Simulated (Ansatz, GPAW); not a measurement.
# A 2-layer slab of Pd(100): converging a work function, part 3 of 3

Aim: the settings at which the work function of a 2-layer slab of Pd(100) stops moving.

GPAW 26.7.0 and Ansatz 0.2.0; Ansatz plane waves; slab in vacuum with a dipole correction, relaxation (the session's first sound run).

So far, upper work function (eV): 5.09 in steps 2, 3 and 6.

## Step 9: K mesh 16×16: kpts = [16, 16]

Level of this step: GPAW, PAW setups; slab in vacuum (GPAW).

The mesh in the plane samples the bands: a metal's Fermi level needs it dense, and band edges must lie on it.

run.py

```python
import json
import numpy as np
from ase import Atoms
from gpaw import GPAW, PW

slab = Atoms(
    ['Pd', 'Pd'],
    positions=[
        [1.37532, 1.37532, 7.00000],
        [0.00000, 0.00000, 8.94500]],
    cell=[[2.75065, 0.0, 0.0], [0.0, 2.75065, 0.0], [0.0, 0.0, 15.945]],
    pbc=[True, True, False])

slab.calc = GPAW(mode=PW(400), xc='PBE', kpts={'size': (16, 16, 1), 'gamma': True},
                 occupations={'name': 'fermi-dirac', 'width': 0.1}, nbands='140%',
                 convergence={'density': 1e-05}, maxiter=200,
                 poissonsolver={'dipolelayer': 'xy'},
                 symmetry={'tolerance': 1e-3}, txt='slab.txt')
result = {}
energy = slab.get_potential_energy()
fermi = slab.calc.get_fermi_level()
v = slab.calc.get_electrostatic_potential().mean((0, 1)) - fermi
n = slab.calc.get_pseudo_density().mean((0, 1))
L = slab.cell[2, 2]
z = np.arange(len(v)) * L / len(v)
low, high = slab.positions[:, 2].min(), slab.positions[:, 2].max()
below, above = np.interp([low - 4.8, high + 4.8], z, v)
slopes = [np.interp(x, z, np.gradient(v, z)) for x in (low - 4.8, high + 4.8)]
eps = np.array([[slab.calc.get_eigenvalues(k, s) for k in range(len(slab.calc.get_ibz_k_points()))]
                for s in range(slab.calc.get_number_of_spins())]) - fermi
top, bottom = eps[eps < 0].max(), eps[eps > 0].min()
dipole = slab.get_dipole_moment()[2]
print(f'energy {energy:.4f} eV, Fermi level {fermi:.4f} eV, dipole {dipole:.5f} e A')
print(f'potential 4.8 A off the faces, from the Fermi level: lower {below:.4f} eV, upper {above:.4f} eV')
print(f'slope of the potential there: lower {slopes[0]:.5f}, upper {slopes[1]:.5f} eV/A')
print(f'nearest levels on the mesh: {top:.4f} and {bottom:.4f} eV')
print('magnetic moment', round(slab.get_magnetic_moment(), 3))
result.update(energy=energy, fermi=fermi, dipole=dipole, below=below, above=above, slopes=slopes, edges=[top, bottom],
              z=z.tolist(), v=v.tolist(), n=n.tolist(), positions=slab.positions.tolist(),
              forces=slab.get_forces(apply_constraint=False).tolist(), moments=slab.get_magnetic_moments().tolist())
json.dump(result, open('result.json', 'w'))
```

Launch:

```
$ OMP_NUM_THREADS=1 OPENBLAS_NUM_THREADS=2 python run.py
```

The log of the run:

```text
energy -6.2407 eV, Fermi level -1.5163 eV, dipole -0.00001 e A
potential 4.8 A off the faces, from the Fermi level: lower 5.0844 eV, upper 5.0845 eV
slope of the potential there: lower -0.00041, upper 0.00041 eV/A
nearest levels on the mesh: -0.0084 and 0.0152 eV
magnetic moment 0.0
```

The job ended after 35 s (2 threads of Arm Neoverse V2, shared host; peak memory 0.19 GiB).

Numbers from this step:

| Quantity | Value |
| --- | --- |
| dipole along the normal | -8.21e-6 e·Å |
| levels nearest the Fermi level on the mesh | -0.008427, 0.01515 eV from the Fermi level |
| lower work function | 5.084 eV |

Table of electrostatic potential energy of an electron (without an applied field's), less the Fermi level, planar mean by z:

```
z (Å)  electrostatic potential energy of an electron (without an applied field's), less the Fermi level, planar mean (eV)
  0.0                                                                                                                5.08
  0.5                                                                                                                5.08
  1.0                                                                                                                5.08
  1.5                                                                                                                5.08
  2.0                                                                                                                5.08
  2.5                                                                                                                5.08
  3.0                                                                                                                5.08
  3.5                                                                                                                5.08
  4.0                                                                                                                5.07
  4.5                                                                                                                5.03
  5.0                                                                                                                4.87
  5.5                                                                                                                4.26
  6.0                                                                                                                1.80
  6.5                                                                                                               -7.67
  7.0                                                                                                               -19.2
  7.5                                                                                                               -7.90
  8.0                                                                                                              -0.885
  8.5                                                                                                               -9.48
  9.0                                                                                                               -18.9
  9.5                                                                                                               -6.12
 10.0                                                                                                                2.30
 10.5                                                                                                                4.37
 11.0                                                                                                                4.90
 11.5                                                                                                                5.03
 12.0                                                                                                                5.07
 12.5                                                                                                                5.08
 13.0                                                                                                                5.08
 13.5                                                                                                                5.08
 14.0                                                                                                                5.08
 14.5                                                                                                                5.08
 15.0                                                                                                                5.08
 15.5                                                                                                                5.08
```

The upper face's work function is 5.085 eV, against 5.087 eV in the first plane-wave PBE run at this geometry.

## Step 10: Scheme Marzari-Vanderbilt, smearing 0.2

Smearing changes the occupations near the Fermi level, and with them the level itself. Smearing helps the SCF of a metal converge, but it blurs occupations at band edges near the Fermi level.

Changes to run.py since step 9:

```diff
@@ -13,4 +13,4 @@
 
-slab.calc = GPAW(mode=PW(400), xc='PBE', kpts={'size': (16, 16, 1), 'gamma': True},
-                 occupations={'name': 'fermi-dirac', 'width': 0.1}, nbands='140%',
+slab.calc = GPAW(mode=PW(400), xc='PBE', kpts={'size': (11, 11, 1), 'gamma': True},
+                 occupations={'name': 'marzari-vanderbilt', 'width': 0.2}, nbands='140%',
                  convergence={'density': 1e-05}, maxiter=200,
```

The log of the run:

```text
energy -6.2259 eV, Fermi level -1.5346 eV, dipole -0.00000 e A
potential 4.8 A off the faces, from the Fermi level: lower 5.0999 eV, upper 5.0999 eV
slope of the potential there: lower -0.00039, upper 0.00039 eV/A
nearest levels on the mesh: -0.0085 and 0.0046 eV
magnetic moment 0.0
```

It took 17 s on 2 threads; peak memory 0.16 GiB.

Numbers from this step:

```yaml
dipole_along_the_normal: -3.76e-6 e·Å
levels_nearest_the_fermi_level_on_the_mesh: -0.008466, 0.004571 eV from the Fermi level
upper_work_function: 5.100 eV
lower_work_function: 5.100 eV
```

The upper face's work function is 5.100 eV, against 5.087 eV in the first plane-wave PBE run at this geometry.

## Step 11: The ladder

Times are for 2 threads of Arm Neoverse V2, shared host. The runs compared:

```
no.                                      run  upper work function (eV)  time  memory (GiB)
  1                                       pw                     5.087  16 s          0.16
  2                               cutoff 700                     5.085  40 s          0.23
  3                             k mesh 16×16                     5.085  35 s          0.19
  4  scheme Marzari-Vanderbilt, smearing 0.2                     5.100  17 s          0.16
```

## Step 12: Without the dipole layer

The dipole layer is taken out and the cell repeats along the normal.

Changes to run.py since step 10:

```diff
@@ -11,8 +11,7 @@
     cell=[[2.75065, 0.0, 0.0], [0.0, 2.75065, 0.0], [0.0, 0.0, 15.945]],
-    pbc=[True, True, False])
+    pbc=[True, True, True])
 
 slab.calc = GPAW(mode=PW(400), xc='PBE', kpts={'size': (11, 11, 1), 'gamma': True},
-                 occupations={'name': 'marzari-vanderbilt', 'width': 0.2}, nbands='140%',
+                 occupations={'name': 'fermi-dirac', 'width': 0.1}, nbands='140%',
                  convergence={'density': 1e-05}, maxiter=200,
-                 poissonsolver={'dipolelayer': 'xy'},
                  symmetry={'tolerance': 1e-3}, txt='slab.txt')
```

The log of the run:

```text
energy -6.2341 eV, Fermi level -1.5195 eV, dipole -0.00000 e A
potential 4.8 A off the faces, from the Fermi level: lower 5.0872 eV, upper 5.0872 eV
slope of the potential there: lower -0.00041, upper 0.00041 eV/A
nearest levels on the mesh: -0.0147 and 0.0089 eV
magnetic moment 0.0
```

Run time: 17 s. Hardware: 2 threads; peak memory 0.16 GiB.

The run finished with changed settings (dipole = false and pbc_z = true); it serves as a test.

Side by side:

```
                quantity  this run  sound run  difference
upper work function (eV)    5.0872     5.0873     -7.0e-5
lower work function (eV)    5.0872     5.0871      6.7e-5
```

## Step 13: Side by side

Results and costs are gathered.

This step: comparison of work functions, dipole and cost (GPAW 26.7.0).

Ladder, by row:

```
   step  code  work function, upper (eV)  work function, lower (eV)  dipole (e Å)  wall time (s)  peak memory (GiB)  threads
     pw  GPAW                      5.087                      5.087      -9.52e-6          16.25               0.16        2
ecut200  GPAW                      5.129                      5.128      -4.29e-5            8.1               0.13        2
ecut300  GPAW                      5.105                      5.105      -8.67e-6           9.05               0.14        2
ecut700  GPAW                      5.085                      5.085      -3.20e-6          40.12               0.23        2
     k4  GPAW                      5.184                      5.184      -3.85e-6           6.89               0.15        2
     k7  GPAW                      5.022                      5.022      -4.00e-6           8.79               0.15        2
    k16  GPAW                      5.085                      5.084      -8.21e-6          35.47               0.19        2
  smear  GPAW                        5.1                        5.1      -3.76e-6          16.75               0.16        2
  nodip  GPAW                      5.087                      5.087      -3.35e-6          17.34               0.16        2
```

## Step 14: A changed run

One more run, with changed settings.

This step: GPAW, PAW setups; slab in vacuum (GPAW 26.7.0).

Changes to run.py since step 12:

```diff
@@ -11,7 +11,8 @@
     cell=[[2.75065, 0.0, 0.0], [0.0, 2.75065, 0.0], [0.0, 0.0, 15.945]],
-    pbc=[True, True, True])
+    pbc=[True, True, False])
 
-slab.calc = GPAW(mode=PW(400), xc='PBE', kpts={'size': (11, 11, 1), 'gamma': True},
+slab.calc = GPAW(mode=PW(100), xc='PBE', kpts={'size': (11, 11, 1), 'gamma': True},
                  occupations={'name': 'fermi-dirac', 'width': 0.1}, nbands='140%',
-                 convergence={'density': 1e-05}, maxiter=200,
+                 convergence={'density': 1e-05}, maxiter=75,
+                 poissonsolver={'dipolelayer': 'xy'},
                  symmetry={'tolerance': 1e-3}, txt='slab.txt')
```

The log of the run:

```text
energy 97.8393 eV, Fermi level -3.3388 eV, dipole 0.00030 e A
potential 4.8 A off the faces, from the Fermi level: lower 8.6816 eV, upper 8.6749 eV
slope of the potential there: lower -0.35508, upper 0.35522 eV/A
nearest levels on the mesh: -0.0306 and 0.0157 eV
magnetic moment 0.0
```

It took 7.9 s on 2 threads; peak memory 0.12 GiB.

The run finished. A setting was moved off its sound value on purpose, so it serves as a test and not as the result.

The fault put into the input: a cutoff far too low (ecut = 100).

## Step 15: Results

```
work function, both faces : 5.09 eV
dipole along the normal   : -9.5e-6 e Å, near the numerical noise
```

What this shows: With plane waves and PBE the work function is 5.09 eV on the upper face and 5.09 eV on the lower. The other smearing (Marzari-Vanderbilt of 0.2 eV in place of Fermi-Dirac of 0.1) moves the two faces by 0.013 and 0.013 eV on the same mesh; a mesh is converged only for its smearing. Over the sound runs of the table the upper face's work function spans 5.085 (k16) to 5.100 eV (smear). The runs had no spin polarisation, so a magnetic state, which thin layers of d-metal atoms can have, wasn't tested. The slab is only 1.9 Å thick between its outer nuclei, so the values belong to this film more than to the surface of the bulk metal. The in-plane lattice was kept as typed, which isn't the functional's own and leaves some strain; spin-orbit coupling and temperature are left out.

[Logs are printed without paths, hosts, clocks, repeated set-up lines and the standing remarks that a program may print on its own settings, such as how far it seeks lower states.]

[Hosts, paths, dates, database ids (printed as entryN), source tags and the programs' standing remarks are cut or masked in the printed files.]
